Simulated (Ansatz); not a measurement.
# AgGeF3 (model cell, started as cubic perovskite with Ge in the octahedra): following an unstable mode, part 2 of 2

Aim: this structure of AgGeF3 (model cell, started as cubic perovskite with Ge in the octahedra) is to be tested for unstable modes, and one is followed downhill.

Ansatz 0.2.0; DFT PBEsol, scalar-relativistic, plane waves, PAW; PAW set soft_1.

So far. Step 4 (The mode frozen in, largest atomic shift 0.22 Å): The run ends at a pressure of 2.94 GPa, with forces up to 0.51 eV/Å. Step 5 (Energy along the mode, all amplitudes (two of the runs …): The lowest of the steps tried is at 0.22 Å, 14.1 meV/atom below the parent; the bottom of the well need not coincide with a step.

The structure was built from a prototype and need not be the compound's stable phase.

### 7. The new phase in its own primitive cell

The relaxed structure is symmetrised, reduced to its primitive cell and relaxed tightly, as its phonons need.

input.yaml reads:

```yaml
crystal:
  lattice:
    - [3.7149956034, 2.1448537117, 1.8058237592]
    - [-3.7149956034, 2.1448537117, 1.8058237592]
    - [0.0, -4.2897074233, 1.8058237592]
  atoms:
    - { symbol: Ag, position: [0.0278819996, 0.0278819996, 0.0278819996] }
    - { symbol: Ge, position: [0.4675908193, 0.4675908193, 0.4675908193] }
    - { symbol: F, position: [0.5493551222, 0.8927948783, 0.5493551222] }
    - { symbol: F, position: [0.8927948783, 0.5493551222, 0.5493551222] }
    - { symbol: F, position: [0.5493551222, 0.5493551222, 0.8927948783] }
kpoints:
  mp_grid: { grid: [6, 6, 6] }
hamiltonian:
  xc: pbesol
  pseudopotentials: { kind: paw, azcp: { folder: soft_1 }, xc_functional: pbe }
scf:
  occupations: { method: fixed }
output:
  forces: true
  stress: true
  eigenvalues: true
relax:
  adjacent_minimum: "off"
  f_tol: 0.001
  max_steps: 60
  cell: { stress_tol: 0.01 }
```

Command:

```
> ansatz run input.yaml --threads 4 --pin off --max-ram 16384MiB --backend cpu --events-out ev --progress --plain --runs-dir out
```

Wall time 13 s (4 threads of Arm Neoverse V2, shared host); peak memory 0.36 GiB.

Little changed from the start: no atom moved by 0.005 Å and no cell edge by 0.1 %.

Numbers from this step:

```
pressure           : 0.005092 GPa
gap on the k-mesh  : 3.549 eV
volume per atom    : 17.29 Å³
direct gap on mesh : 3.959 eV
```

The largest force component left is 0.043 meV/Å and the pressure is 0.005 GPa, within the tolerances set. The cell now holds 17.29 Å³/atom.

### 8. Modes of the new phase, k-mesh 6×6×6, occupations fixed

A relaxed structure may still be a saddle point, so its zone-centre modes are computed. The response to a homogeneous field gives the Born charges and the dielectric tensor.

input.yaml, the sections that differ from step 7:

```yaml
crystal:
  lattice:
    - [3.71802211, 2.1466010661, 1.805255953]
    - [-3.71802211, 2.1466010661, 1.805255953]
    - [0.0, -4.2932021321, 1.805255953]
  atoms:
    - { symbol: Ag, position: [0.0278590816, 0.0278590816, 0.0278590816] }
    - { symbol: Ge, position: [0.4676216202, 0.4676216202, 0.4676216202] }
    - { symbol: F, position: [0.5494315716, 0.8926340967, 0.5494315716] }
    - { symbol: F, position: [0.8926340967, 0.5494315716, 0.5494315716] }
    - { symbol: F, position: [0.5494315716, 0.5494315716, 0.8926340967] }
output:
  eigenvalues: true
phonons:
  method: dfpt
  dielectric: true
  rigid_motions: translations
# kpoints, hamiltonian, scf: as in step 7
# relax: removed
```

Run time: 91 s. Hardware: 4 threads; peak memory 1.4 GiB.

This step gave:

| Property | Result |
| --- | --- |
| sum-rule residual before enforcement | 1.26e-4 eV/Å² |
| miss of the charge sum rule | 2.97e-5 e |
| point group | 3m |
| highest optical mode at the zone centre (no LO-TO term) | 552.2 cm⁻¹ |
| lowest optical zone-centre mode | 17.36 cm⁻¹ |
| mean high-frequency dielectric constant | 2.962 |
| largest Born charge (third of the trace) | 2.647 e |
| mean static dielectric constant | 17.29 |
| top of the zone-centre spectrum with the field | 603.5 cm⁻¹ |

Patterns of degenerate modes are one choice out of their space. The modes at Γ (shares of kinetic energy by element, %):

| mode | frequency (cm⁻¹) | symmetry | Ag % | Ge % | F % |
| --- | --- | --- | --- | --- | --- |
| 1 | 0.0 | acoustic | 45 | 31 | 24 |
| 2 | 0.0 | acoustic | 45 | 31 | 24 |
| 3 | 0.0 | acoustic | 45 | 31 | 24 |
| 4 | 17.4 | E | 54 | 24 | 23 |
| 5 | 17.4 | E | 54 | 24 | 23 |
| 6 | 94.3 | A2 | 0 | 0 | 100 |
| 7 | 154.6 | E | 1 | 17 | 82 |
| 8 | 154.6 | E | 1 | 17 | 82 |
| 9 | 230.2 | E | 0 | 12 | 88 |
| 10 | 230.2 | E | 0 | 12 | 88 |
| 11 | 230.8 | A1 | 51 | 11 | 38 |
| 12 | 303.1 | A1 | 3 | 37 | 60 |
| 13 | 491.9 | E | 0 | 16 | 84 |
| 14 | 491.9 | E | 0 | 16 | 84 |
| 15 | 552.2 | A1 | 1 | 21 | 78 |

Displacements in mode 5 (17.4 cm⁻¹), the largest set to 1:
```
Ag1 -0.19  1.00  0.00
Ge2  0.16 -0.81  0.00
F3   0.20 -0.85  0.24
F4   0.14 -0.83  0.12
F5   0.16 -0.89 -0.36
```

Displacements in mode 14 (491.9 cm⁻¹), the largest set to 1:
```
Ag1  0.00 -0.02  0.00
Ge2  0.00 -0.32  0.00
F3  -0.47  0.18  0.30
F4   0.48  0.18  0.30
F5   0.00  1.00 -0.60
```

Optical modes at the zone centre, without and with the macroscopic field of the longitudinal modes; each column is sorted by frequency, so a row need not hold one and the same mode. Modes with and without the field, by row:

| rank among optical modes | no field (cm⁻¹) | q along (1, 0, 0) (cm⁻¹) | q along (0, 0, 1) (cm⁻¹) |
| --- | --- | --- | --- |
| 1 | 17.4 | 17.4 | 17.4 |
| 2 | 17.4 | 40.7 | 17.4 |
| 3 | 94.3 | 94.3 | 94.3 |
| 4 | 154.6 | 154.6 | 154.6 |
| 5 | 154.6 | 167.7 | 154.6 |
| 6 | 230.2 | 230.2 | 230.2 |
| 7 | 230.2 | 230.8 | 230.2 |
| 8 | 230.8 | 239.5 | 247.5 |
| 9 | 303.1 | 303.1 | 339.3 |
| 10 | 491.9 | 491.9 | 491.9 |
| 11 | 491.9 | 544.4 | 491.9 |
| 12 | 552.2 | 552.2 | 603.5 |

Born charge (rows field, columns displacement) (e), principal values of the symmetric part by kind of site:

| atom | atoms with these values | low | middle | high | mean |
| --- | --- | --- | --- | --- | --- |
| Ag1 | 1 | 0.80 | 0.80 | 1.20 | 0.94 |
| Ge2 | 1 | 2.30 | 2.30 | 3.34 | 2.65 |
| F3 | 3 | -1.98 | -1.07 | -0.53 | -1.19 |

In full for Ag1:

```
0.80 0.00 0.00
0.00 0.80 0.00
0.00 0.00 1.20
```

High-frequency dielectric tensor:

```
2.67 0.00 0.00
0.00 2.67 0.00
0.00 0.00 3.54
```

Static dielectric tensor (ions relaxed, fixed cell):

```
22.89  0.00  0.00
 0.00 22.89  0.00
 0.00  0.00  6.09
```

Transverse modes. Lines of the infrared spectrum (strongest = 100):

| position (cm⁻¹) | relative intensity |
| --- | --- |
| 17 | 4.1 |
| 94 | 0.0 |
| 155 | 11 |
| 230 | 9.0 |
| 231 | 20 |
| 303 | 30 |
| 492 | 100 |
| 552 | 65 |

Before it was imposed, the acoustic sum rule was missed by 1.3e-4 eV/Å² and the charge sum rule by 3.0e-5 e. Small misses are needed for a sound result but don't prove that mesh and cutoff are converged. The lowest optical mode is real, 17.4 cm⁻¹.

### 9. Summary of results

* unstable mode of the parent: q = (0, 0, 0), 190i cm⁻¹
* depth at the lowest point sampled: 14.1 meV/atom
* largest atomic shift at that point: 0.22 Å
* space group reached (within 0.01 Å): R3m
* energy gained over the parent (first relaxation, on the mesh of the frozen mode): 316 meV/atom
* volume per atom, phase reached: 17.3 Å³
* gap on the k-mesh, phase reached: 3.55 eV
* lowest optical zone-centre mode, phase reached: 17.4 cm⁻¹
* highest optical mode at the zone centre (no LO-TO term), phase reached: 552 cm⁻¹

**Reading.** Along this mode the structure falls into R3m, 316 meV/atom below the parent. At the parent's cell the well is 14.11 meV/atom deep on the steps tried, with its lowest point at a shift of 0.22 Å. Relaxing atoms and cell changes the gain by +302.37 meV/atom against the lowest step (energies at zero smearing). Most of the total comes from this relaxation. The new phase has no imaginary mode at the zone centre of its cell; other wavevectors were not checked. Of the 6 patterns followed to their end from this parent, this one reaches the lowest energy. Each path keeps the symmetry of its pattern, so a lower phase may lie along a pattern not tried. With no gap, or one that is small against the smearing, the frequencies hang on the k mesh and the smearing, most of all near Kohn anomalies. The PAW files were made for PBE and serve the other functionals too. The starting cell was built on a prototype and not taken from a measurement, so the phase need not exist.

[Logs are printed without paths, hosts, clocks, repeated set-up lines and the standing remarks that a program may print on its own settings, such as how far it seeks lower states.]

[Hosts, paths, dates, database ids (printed as entryN), source tags and the programs' standing remarks are cut or masked in the printed files.]
